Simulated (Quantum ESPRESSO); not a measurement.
# E(q) of MnPt from supercells, part 2 of 2

Wanted: E(q) of MnPt at simple fractions of a reciprocal vector.

Quantum ESPRESSO 7.5; LDA; plane waves with GBRV 1.5 LDA potentials, no spin-orbit coupling, flat spiral in a supercell.

So far: Starting point; Parallel moments, one cell; One turn in 2 cells along the input cell's a; One turn in 3 cells along the input cell's a.

**4. One turn in 3 cells along the input cell's a (continued)**

Valence density in the ac plane at fractional y = 0.000, with atoms of Mn within 0.2 Å of it. It is the smooth field of the valence electrons, not physical close to the nuclei.

Ten steps, logarithmic in the rise over the least value, from '0' (0 e/Å³) to '9' (16 e/Å³), each cell a mean:
```
983002699830026998300269
742001367420013674200136
211001122110011221100112
001111000011110000111100
001111000011110000111100
001111000011110000111100
001111000011110000111100
321001133210011332100113
852001478520014786200147
983002799831027998300279
```
Columns run along a (8.5 Å), rows up along c (3.7 Å). Atoms in or near the plane, at fractional coordinates: Mn at (0.00, 0.00), Mn at (0.33, 0.00), Mn at (0.67, 0.00).

**5. One turn in 4 cells along the input cell's a**

Neighbouring cells are turned by 90° in the xy plane; the cell holds 8 atoms.

The input, pw.in:

```
&CONTROL
  calculation = 'scf'
  prefix = 'pwscf'
  outdir = './tmp'
  pseudo_dir = './pseudo'
  disk_io = 'nowf'
/
&SYSTEM
  ibrav = 0
  nat = 8
  ntyp = 8
  ecutwfc = 34
  ecutrho = 238
  nbnd = 154
  occupations = 'smearing'
  smearing = 'fd'
  degauss = 0.00999582
  noncolin = .true.
  starting_magnetization(1) = 0.2333
  angle1(1) = 90
  angle2(1) = 0
  starting_magnetization(2) = 0.2333
  angle1(2) = 90
  angle2(2) = 90
  starting_magnetization(3) = 0.2333
  angle1(3) = 90
  angle2(3) = 180
  starting_magnetization(4) = 0.2333
  angle1(4) = 90
  angle2(4) = -90
  starting_magnetization(5) = 0
  starting_magnetization(6) = 0
  starting_magnetization(7) = 0
  starting_magnetization(8) = 0
/
&ELECTRONS
  conv_thr = 8d-08
  electron_maxstep = 150
  mixing_beta = 0.3
/
ATOMIC_SPECIES
Mn1    54.9380 mn_lda_v1.5.uspp.F.UPF
Mn2    54.9380 mn_lda_v1.5.uspp.F.UPF
Mn3    54.9380 mn_lda_v1.5.uspp.F.UPF
Mn4    54.9380 mn_lda_v1.5.uspp.F.UPF
Pt1   195.0840 pt_lda_v1.4.uspp.F.UPF
Pt2   195.0840 pt_lda_v1.4.uspp.F.UPF
Pt3   195.0840 pt_lda_v1.4.uspp.F.UPF
Pt4   195.0840 pt_lda_v1.4.uspp.F.UPF
CELL_PARAMETERS angstrom
  11.3200000000    0.0000000000    0.0000000000
   0.0000000000    2.8300000000    0.0000000000
   0.0000000000    0.0000000000    3.6600000000
ATOMIC_POSITIONS crystal
Mn1     0.0000000000    0.0000000000    0.0000000000
Mn2     0.2500000000    0.0000000000    0.0000000000
Mn3     0.5000000000    0.0000000000    0.0000000000
Mn4     0.7500000000    0.0000000000    0.0000000000
Pt1     0.1250000000    0.5000000000    0.5000000000
Pt2     0.3750000000    0.5000000000    0.5000000000
Pt3     0.6250000000    0.5000000000    0.5000000000
Pt4     0.8750000000    0.5000000000    0.5000000000
K_POINTS automatic
3 6 6 0 0 0
```

Launch:

```bash
$ OMP_NUM_THREADS=1 mpirun -n 4 pw.x -nk 4 -in pw.in > pw.out
```

The program printed:

```text
     [... lines left out ...]
Program PWSCF v.7.5 starts
     [... lines left out ...]
     number of atoms/cell      =            8
     [... lines left out ...]
     number of electrons       =       124.00
     number of Kohn-Sham states=          154
     kinetic-energy cutoff     =      34.0000  Ry
     charge density cutoff     =     238.0000  Ry
     scf convergence threshold =      8.0E-08
     [... lines left out ...]
     Noncollinear calculation without spin-orbit
     [... lines left out ...]
      2 Sym. Ops. (no inversion) found
     [... lines left out ...]
     number of k points=    60  Fermi-Dirac smearing, width (Ry)=  0.0100
     [... lines left out ...]
     iteration # 21     ecut=    34.00 Ry     beta= 0.30
     [... lines left out ...]
     atom number    1 relative position :    0.0000   0.0000   0.0000
     [... lines left out ...]
     magnetization :          3.529227    0.001252   -0.000000
     [... lines left out ...]
     atom number    2 relative position :    0.2500   0.0000   0.0000
[...]
magnetization :          0.001158    3.529226    0.000000
[...]
atom number    3 relative position :    0.5000   0.0000   0.0000
[...]
magnetization :         -3.529207   -0.001492    0.000000
[...]
atom number    4 relative position :    0.7500   0.0000   0.0000
[...]
magnetization :         -0.001532   -3.529268   -0.000000
     [... lines left out ...]
     atom number    5 relative position :    0.1250   0.1250   0.1617
     [... lines left out ...]
     magnetization :          0.135274    0.135285    0.000000
     [... lines left out ...]
     atom number    6 relative position :    0.3750   0.1250   0.1617
     [... lines left out ...]
     magnetization :         -0.135198    0.135181   -0.000000
     [... lines left out ...]
     atom number    7 relative position :    0.6250   0.1250   0.1617
     [... lines left out ...]
     magnetization :         -0.135297   -0.135281   -0.000000
     [... lines left out ...]
     atom number    8 relative position :    0.8750   0.1250   0.1617
     [... lines left out ...]
     magnetization :          0.135173   -0.135182   -0.000000
     [... lines left out ...]
     the Fermi energy is    18.6032 ev
!    total energy              =   -1688.06188669 Ry
     estimated scf accuracy    <       0.00000004 Ry
     smearing contrib. (-TS)   =      -0.02638202 Ry
     [... lines left out ...]
     total magnetization       =    -0.00    -0.00    -0.00 Bohr mag/cell
     absolute magnetization    =    15.67 Bohr mag/cell
     convergence has been achieved in  21 iterations
```

Elapsed: 7.8 min, on 4 MPI ranks of Arm Neoverse V2, shared host; peak memory 1.6 GiB.

Read from the output:

```yaml
smearing_term_ts: 0.3589 eV
magnetization: 0, 0, 0 μB
absolute_magnetization: 15.67 μB
final_state: non-collinear
largest_moment: 3.529 μB
```

**6. E(q)**

Spirals:

```csv
q along the reciprocal vector,energy less that at q = 0 (meV a seeded atom),largest site moment (μB),typed angles kept,CPU time (s)
0,0,3.507,yes,120
0.25,-108.1,3.529,yes,1864
0.3333,-160.9,3.532,yes,1035
0.5,-214.5,3.535,yes,305.2
```

Table of energy less that at q = 0, self-consistent by path:

```csv
path (Å⁻¹),"energy less that at q = 0, self-consistent (meV a seeded atom)"
0.000,0
0.555,-108
0.740,-161
1.110,-215
```

**7. Outcome**

```yaml
lowest_point: q = 0.5 along a*, -215 meV a seeded atom
highest_point: q = 0, 0 meV a seeded atom
```

What this shows: The state at q = 0.5 lies 215 meV a seeded atom under the parallel one, with neighbouring cells opposed. The moment changes by 0.79 % between the spirals. The cell of 4 repeats took 16 times the CPU time of the single cell, though its mesh is shorter in proportion. Here a and a* are vectors of the cell in the input, which need not be the conventional cell, and only this direction was probed. The mesh is coarse, so differences of some ten meV can be noise in a metal. Energies are free energies at an electronic temperature of 1580 K, which lowers moments and differences where the moments are itinerant. The cutoff lies under the 40 Ry that these files are usually run at.

[Logs and program files are shortened in this print: banners, set-up blocks, solver, clock and traceback lines can be left out without a mark of their own.]

[Logs are printed without paths, hosts, clocks, repeated set-up lines and the standing remarks that a program may print on its own settings, such as how far it seeks lower states.]

[Hosts, paths, dates, database ids (printed as entryN), source tags and the programs' standing remarks are cut or masked in the printed files.]

[Where a cell is said to come from a database of computed structures, the database is the Materials Project.]
